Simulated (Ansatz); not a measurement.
**LiMgBN2 (I-4m2): a many-body input that goes wrong, and its mend**

What is wrong with this input for LiMgBN2 (I-4m2)?

Main program and level: Ansatz 0.2.0; G0W0 on PBE, plane waves, PAW; PAW set soft_1.

## 1. Starting point

Symmetry: I-4m2, No. 119, tetragonal system. The conventional cell has a = 3.819 Å, b = 3.819 Å, c = 8.887 Å, α = 90.00°, β = 90.00°, γ = 90.00°. Nearest to Li lie 4 N at 2.10 Å. Nearest to Mg lie 4 N at 2.10 Å. B has 2 N at 1.34 Å nearest. Nearest to N lie 1 B at 1.34 Å and 2 Li at 2.10 Å and 2 Mg at 2.10 Å. Farther neighbours and most contacts between anions are not listed.

Coordinates:

```cif
data_structure
_symmetry_space_group_name_H-M 'I-4m2'
_symmetry_Int_Tables_number 119
_cell_length_a 3.8193
_cell_length_b 3.8193
_cell_length_c 8.8870
_cell_angle_alpha 90.000
_cell_angle_beta 90.000
_cell_angle_gamma 90.000
_cell_volume 129.64
loop_
_atom_site_label
_atom_site_type_symbol
_atom_site_symmetry_multiplicity
_atom_site_Wyckoff_symbol
_atom_site_fract_x
_atom_site_fract_y
_atom_site_fract_z
_atom_site_occupancy
Li1 Li 2 d 0.50000 0.00000 0.25000 1
Mg1 Mg 2 c 0.00000 0.50000 0.25000 1
B1 B 2 b 0.50000 0.50000 0.00000 1
N1 N 4 e 0.50000 0.50000 0.15126 1
```

The cell and positions are those that the Materials Project relaxed with its own functionals (PBE, PBE+U or r2SCAN), kept fixed.

## 2. First try

The input, input.yaml:

```yaml
crystal:
  lattice:
    - [-1.909656, 1.909656, 4.443522]
    - [1.909656, -1.909656, 4.443522]
    - [1.909656, 1.909656, -4.443522]
  atoms:
    - { symbol: Li, position: [0.25, 0.75, 0.5] }
    - { symbol: Mg, position: [0.75, 0.25, 0.5] }
    - { symbol: B, position: [0.5, 0.5, 0.0] }
    - { symbol: "N", position: [0.6512635, 0.6512635, 0.0] }
    - { symbol: "N", position: [0.3487365, 0.3487365, 0.0] }
kpoints:
  mp_grid: { grid: [1, 1, 1] }
hamiltonian:
  xc: pbe
  pseudopotentials: { kind: paw, azcp: { folder: soft_1 } }
scf:
  occupations: { method: fixed }
gw:
  n_empty_bands: 68
  ecut_chi: 60
  qp_bands: [v2, c2]
  qp_kpoints: band_edges
  screening: { model: contour_deformation }
```

On the command line:

```console
ansatz run input.yaml --threads 3 --pin off --max-ram 92160MiB --backend cuda --events-out ev --progress --plain --runs-dir out --devices 1 --max-vram 13GiB
```

Numbers of over 12 decimals in the logs are rounded to 6 here.

What it wrote:

```text
GPUs: using 1 of 1 available (devices: 1).
Engine: ansatz 0.2.0, x86_64-unknown-linux-gnu
Pseudopotentials: kind: paw
Pseudopotential: Li, paw, valence charge 3, recommended cutoff 420 eV (normal), soft_1/Li.paw.azcp
Pseudopotential: Mg, paw, valence charge 10, recommended cutoff 420 eV (normal), soft_1/Mg.paw.azcp
Pseudopotential: B, paw, valence charge 3, recommended cutoff 420 eV (normal), soft_1/B.paw.azcp
Pseudopotential: N, paw, valence charge 5, recommended cutoff 420 eV (normal), soft_1/N.paw.azcp
Functional definition: PBE
  parameter kappa = 0.804
  parameter beta = 0.066725
  exchange = pbe_x(kappa = kappa, mu = beta*pi^2/3)
  correlation = pbe_c(beta = beta)
device memory: the entry about to start is reckoned to put 0.5 GiB on a device that reports 39.8 GiB free (of which the cap on the GPU budget leaves the run 13.0 GiB)
GPU FFT provider: cuFFT
GPU libraries: cuBLAS 13.8.2, cuFFT 12.4.0, cuSOLVER 12.3.4
Crystal: 5 atoms, lattice volume = 64.818 Å³
Basis set: ecut = 420 eV, 1283 PW (Γ)
Bands: 18, of which v1, the nominal top of the filled ones, is band 13 counted from 1 (12 counted from 0)
Symmetry: 8 space group operations
Space group: I-4m2 (ITA 119), of the structure as read, at distance tolerance 4.0e-5 Å
k-points: 1
Non-local potential: Li, projectors of the file, l = 0: 3, l = 1: 2, l = 2: 1
Non-local potential: Mg, projectors of the file, l = 0: 3, l = 1: 2, l = 2: 1
Non-local potential: B, projectors of the file, l = 0: 2, l = 1: 2, l = 2: 1
Non-local potential: N, projectors of the file, l = 0: 2, l = 1: 2, l = 2: 1
PAW form: soft (Blöchl's): semilocal exchange-correlation on the pseudo side does not see the compensation charge
PAW one-centre angular grid: Li, 110 points (default); XC on 96 Gauss nodes
PAW one-centre angular grid: Mg, 110 points (default); XC on 64 Gauss nodes
PAW one-centre angular grid: B, 110 points (default); XC on 64 Gauss nodes
PAW one-centre angular grid: N, 110 points (default); XC on 64 Gauss nodes
Initial density: superposition of atomic densities (chi_scale 0.1, normalization cell, long waves kept (reshape's long-wave potential 0.02 eV rms))
Initial wavefunctions: pseudopotential atomic-orbital guess
GPU buffer pool allocated for 46656 grid points (all kernels)
GPU transforms: local potential and band sums: pruned to the plane-wave sphere, on 36×36×36
Functional: x = pbe(κ = 0.804, μ = 0.219515), c = pbe(β = 0.066725)
SCF iter   1: F=—  HF=-3058.436098 eV  |F-HF|=—  |Δ(HF+E_count)|=         —  Δρ=1.09e-1  dr2=1.11e1  ethr=3.10e-3  ⟨swp⟩=5.0  Hψ=83  notcnv=0  defer=1
preconditioner: auto → none  [insulator: Δε(μ)=5.627 eV  Ē_g=13.317 eV  n_scr=14 (ndim 8)  ℏωp=18.4 eV  f_vac=0.001  ε∞_Penn≈2.9]
SCF iter   2: F=—  HF=-3055.755630 eV  |F-HF|=—  |Δ(HF+E_count)|=    2.68e0  Δρ=8.02e-2  dr2=3.22e0  ethr=3.10e-3  ⟨swp⟩=3.0  Hψ=46  notcnv=0  defer=3
SCF iter   3: F=—  HF=-3055.063952 eV  |F-HF|=—  |Δ(HF+E_count)|=   6.92e-1  Δρ=1.98e-2  dr2=3.22e-1  ethr=3.10e-3  ⟨swp⟩=2.0  Hψ=37  notcnv=0  defer=1
SCF iter   4: F=—  HF=-3055.058822 eV  |F-HF|=—  |Δ(HF+E_count)|=   5.13e-3  Δρ=5.20e-3  dr2=2.42e-2  ethr=1.24e-3  ⟨swp⟩=2.0  Hψ=25  notcnv=0  defer=3
SCF iter   5: F=—  HF=-3055.055948 eV  |F-HF|=—  |Δ(HF+E_count)|=   2.87e-3  Δρ=1.38e-3  dr2=7.54e-4  ethr=9.29e-5  ⟨swp⟩=2.0  Hψ=25  notcnv=0  defer=3
SCF iter   6: F=—  HF=-3055.056213 eV  |F-HF|=—  |Δ(HF+E_count)|=   2.65e-4  Δρ=2.74e-4  dr2=2.94e-5  ethr=2.90e-6  ⟨swp⟩=2.0  Hψ=25  notcnv=0  defer=3
SCF iter   7: F=—  HF=-3055.056235 eV  |F-HF|=—  |Δ(HF+E_count)|=   2.23e-5  Δρ=3.20e-5  dr2=3.01e-7  ethr=1.13e-7  ⟨swp⟩=2.0  Hψ=28  notcnv=0  defer=1
SCF iter   8: F=-3055.056236 eV  HF=-3055.056236 eV  |F-HF|=3.38e-9  |Δ(HF+E_count)|=   4.98e-7  Δρ=3.11e-6  dr2=3.41e-9  ethr=3.85e-10  ⟨swp⟩=9.0  Hψ=69  notcnv=0
SCF 1 converged in 8 iterations: F = -3055.056236 eV  dr2 = 3.41e-9
[...]
device memory: the entry about to start is reckoned to put 0.6 GiB on a device that reports 39.7 GiB free (of which the cap on the GPU budget leaves the run 13.0 GiB)
NSCF: frozen V_eff on 1 k-points
[...]
device memory: the entry about to start is reckoned to put 1.0 GiB on a device that reports 39.7 GiB free (of which the cap on the GPU budget leaves the run 13.0 GiB)
NSCF: frozen V_eff on 1 k-points
G₀W₀ screening: q 1/1
G₀W₀ self-energy: k 1/1
device memory: the entry about to start is reckoned to put 0.4 GiB on a device that reports 39.6 GiB free (of which the cap on the GPU budget leaves the run 13.0 GiB)
NSCF: frozen V_eff on 1 k-points
device memory: the entry about to start is reckoned to put 0.4 GiB on a device that reports 39.6 GiB free (of which the cap on the GPU budget leaves the run 13.0 GiB)
NSCF: frozen V_eff on 1 k-points
device memory: the entry about to start is reckoned to put 0.4 GiB on a device that reports 39.7 GiB free (of which the cap on the GPU budget leaves the run 13.0 GiB)
NSCF: frozen V_eff on 1 k-points
device memory: the entry about to start is reckoned to put 0.4 GiB on a device that reports 39.7 GiB free (of which the cap on the GPU budget leaves the run 13.0 GiB)
NSCF: frozen V_eff on 1 k-points
device memory: the entry about to start is reckoned to put 0.4 GiB on a device that reports 39.8 GiB free (of which the cap on the GPU budget leaves the run 13.0 GiB)
NSCF: frozen V_eff on 1 k-points
device memory: the entry about to start is reckoned to put 0.4 GiB on a device that reports 38.5 GiB free (of which the cap on the GPU budget leaves the run 13.0 GiB)
NSCF: frozen V_eff on 1 k-points
SCF converged after 8 iterations
Free energy (F): -3055.056236 eV
Harris-Foulkes:  -3055.056236 eV  (|F-HF|=3.38e-9)
Internal energy: -3055.056236 eV  (E = F + TS)
E sigma→0 (E₀):  -3055.056236 eV
Fermi energy:    2.140546 eV
--- Per-component energies (eV) ---
  E_band       = -471.518448
  E_kinetic    = 401.339101
  E_local      = -2705.329173  (includes V_loc(G=0)·N_el)
  E_nonlocal   = 252.589984
  E_hartree    = 960.423029
  E_xc         = -188.799587
  E_vxc        = -236.772590  (∫ρ·V_xc dr)
  E_paw        = -659.690832  (= ΣΔE_a)
  E_vpaw       = -104.194195  (= ΣTr[D̂ρ^β])
  E_aug_tail   = 0.002008  (compensation charges beyond the density's cutoff)
  E_ewald      = -1115.590766
  E_smearing   = -0.000000  (= −TS)
  E_closure    = 0.000000  (closes the sum)
  Σ components = -3055.056236   (vs F -3055.056236, Δ=0.00e0)
--- Band table (eV) ---
  k-point 0: bands = [... 9 lower, 1.3724, 1.3724, 2.1405, 2.1405, 5.9053, 9.4476, 11.3125, 11.3125, ... 1 higher]
--- G₀W₀: contour deformation, 6 samples at zero and on the imaginary axis and 1 off it, 1 q-point, 68 empty bands' worth ---
  eigenvalues of the whole cell's RPA ε∞ on this k-mesh (on a slab, of 1 + 4πα/V) = 4.2082, 5.2795, 5.2795; static W/v taken at q = 0 is 0.200370
  bands read: the sum over 81 bands ends inside a degenerate multiplet in 1 slot, whose members it reads at an even weight; the widest, k=0: bands 81 to 82 (counted from 1) at 1/2 each
  gw.qp_kpoints: band_edges: 1 of 1 stored k-point solved, in 1 pass; an edge of the gap read off the rows below is read off those points alone
    ik  band        ε_KS         Σx   Σc(E_QP)       V_xc       Z   E_QP_lin       E_QP  E_QP is
     0    12      2.1405   -20.9124     4.8170   -15.4344  0.7218     1.4698     1.4796  root
     0    13      2.1405   -20.9124     4.8170   -15.4344  0.7218     1.4698     1.4796  root
     0    14      5.9053    -4.1631    -4.6599    -8.6584  0.7560     5.7412     5.7407  root
     0    15      9.4476    -3.0017    -4.9250    -7.8481  0.7398     9.3693     9.3691  root
```

Elapsed: 4.8 s, on 1 × NVIDIA H100 80GB HBM3 (shared by 6 runs) with 3 threads of AMD EPYC 7R13 (Zen 3), shared host; peak memory 0.98 GiB; 4.8 s of CPU time.

**What went wrong?**

The run ended normally, though the input holds a fault or crude settings.

The fault: one k-point. One point can't sample the density or the screening of a small cell, and the band edges may lie elsewhere in the zone.

It printed a gap of 4.26 eV, which is an artefact of the settings.

## 3. A better input

G0W0 replaces the xc potential by the self-energy, built once from these orbitals. Only a window of levels is corrected, while the sums run over the empty bands that the input names. This step takes PAW set soft_1 files.

Changes to input.yaml since step 2:

```diff
@@ -12,3 +12,3 @@
 kpoints:
-  mp_grid: { grid: [1, 1, 1] }
+  mp_grid: { grid: [6, 6, 6] }
 hamiltonian:
@@ -19,4 +19,4 @@
 gw:
-  n_empty_bands: 68
-  ecut_chi: 60
+  n_empty_bands: 84
+  ecut_chi: 69
   qp_bands: [v2, c2]
```

What it wrote:

```text
GPUs: using 1 of 1 available (devices: 1).
[...]
GPU FFT provider: cuFFT
GPU libraries: cuBLAS 13.8.2, cuFFT 12.4.0, cuSOLVER 12.3.4
Crystal: 5 atoms, lattice volume = 64.818 Å³
Basis set: ecut = 420 eV, 1283 PW (Γ)
Bands: 18, of which v1, the nominal top of the filled ones, is band 13 counted from 1 (12 counted from 0)
[... 1 set-up line as in the run before ...]
[...]
k-points: 30 of 216 (time reversal used)
[...]
GPU buffer pool allocated for 46656 grid points (all kernels)
[...]
SCF iter   1: F=—  HF=-3059.828881 eV  |F-HF|=—  |Δ(HF+E_count)|=         —  Δρ=1.03e-1  dr2=9.26e0  ethr=3.10e-3  ⟨swp⟩=5.0  Hψ=2573  notcnv=0  defer=78
[...]
SCF iter   8: F=-3057.063799 eV  HF=-3057.063798 eV  |F-HF|=3.36e-9  |Δ(HF+E_count)|=   5.73e-7  Δρ=2.57e-6  dr2=3.51e-9  ethr=3.85e-10  ⟨swp⟩=9.6  Hψ=2369  notcnv=0
SCF 1 converged in 8 iterations: F = -3057.063799 eV  dr2 = 3.51e-9
[...]
0    12      1.7554   -19.7874     3.2341   -15.5065  0.7716     0.6922     0.7087  root
     0    13      1.7554   -19.7874     3.2341   -15.5065  0.7716     0.6922     0.7087  root
     0    14      5.7089    -5.3691    -3.1206    -9.0578  0.8400     6.2797     6.2771  root
     0    15      9.1876    -3.8039    -3.6110    -8.1449  0.8324     9.9236     9.9177  root
     3    12      1.1916   -19.4307     3.3675   -14.8750  0.7670    -0.0213     0.0034  root
     3    13      2.6652   -20.1006     2.9846   -16.2033  0.7811     1.7423     1.7525  root
     3    14      8.2104    -3.3284    -3.3080    -7.0668  0.8400     8.6425     8.6407  root
     3    15      8.7533    -6.5553    -3.7020   -11.6790  0.8136    10.1976    10.1750  root
[...]
29    12      3.1055   -20.6970     2.9274   -16.9939  0.7815     2.3229     2.3298  root
    29    13      3.1055   -20.6970     2.9274   -16.9939  0.7815     2.3229     2.3298  root
    29    14      6.6501    -5.0798    -3.0795    -8.7629  0.8366     7.2570     7.2536  root
    29    15      9.4436    -6.3606    -3.7108   -11.0508  0.8187    10.4350    10.4231  root
[key lines of the parts left out:]
SCF converged after 8 iterations
Free energy (F): -3057.063799 eV
Fermi energy:    3.105453 eV
```

Wall time 45 s (1 × NVIDIA H100 80GB HBM3 (shared by 6 runs) with 3 threads); peak memory 1.1 GiB; 70 s of CPU time.

This step gave:

```
bands summed                                 : 97
RPA ε∞ on this mesh (eigenvalues)            : 2.633, 2.633, 3.541
plane waves in the screening matrix          : 95
q-points in the mesh                         : 216
G0W0 gap on the mesh                         : 3.947 eV
k of the valence top                         : -0.5, -0.5, -0.5
k of the conduction bottom                   : 0, 0, 0
starting gap on the mesh                     : 2.603 eV
Z at the valence top                         : 0.7815
Z at the conduction bottom                   : 0.8400
least direct G0W0 gap on the computed points : 4.924 eV
```

The gap on the mesh goes from 2.60 eV to 3.95 eV, a correction of +1.34 eV. Between the two edge states, bare exchange in place of the xc potential would open the gap by 7.39 eV, and correlation takes back 6.05 eV.

## 4. Outcome

| Property | Result |
| --- | --- |
| first try | converged after 4.8 s |
| better run | G0W0 gap on the mesh 3.95 eV (6×6×6 mesh, 84 empty bands, screening to 69 eV, PAW set soft_1 files) |

**Reading.** The second run differs in: mesh, empty bands and screening cutoff (eV). Bands and cutoff are finite, so the gap is not at the basis limit. The miss can reach some tenths of an eV and take either sign; the mesh is an error of its own.

[Paths, hosts, dates, memory and timing lines, banners, echoed tables and standing remarks are left out of the program output.]

[Logs are printed without paths, hosts, clocks, repeated set-up lines and the standing remarks that a program may print on its own settings, such as how far it seeks lower states.]

[Runs of the session that timed out or met a known fault of the program may be left out.]

[Cells called generated may have been cut or substituted from an entry of the Crystallography Open Database or the Materials Project.]

[Hosts, paths, dates, database ids (printed as entryN), source tags and the programs' standing remarks are cut or masked in the printed files.]
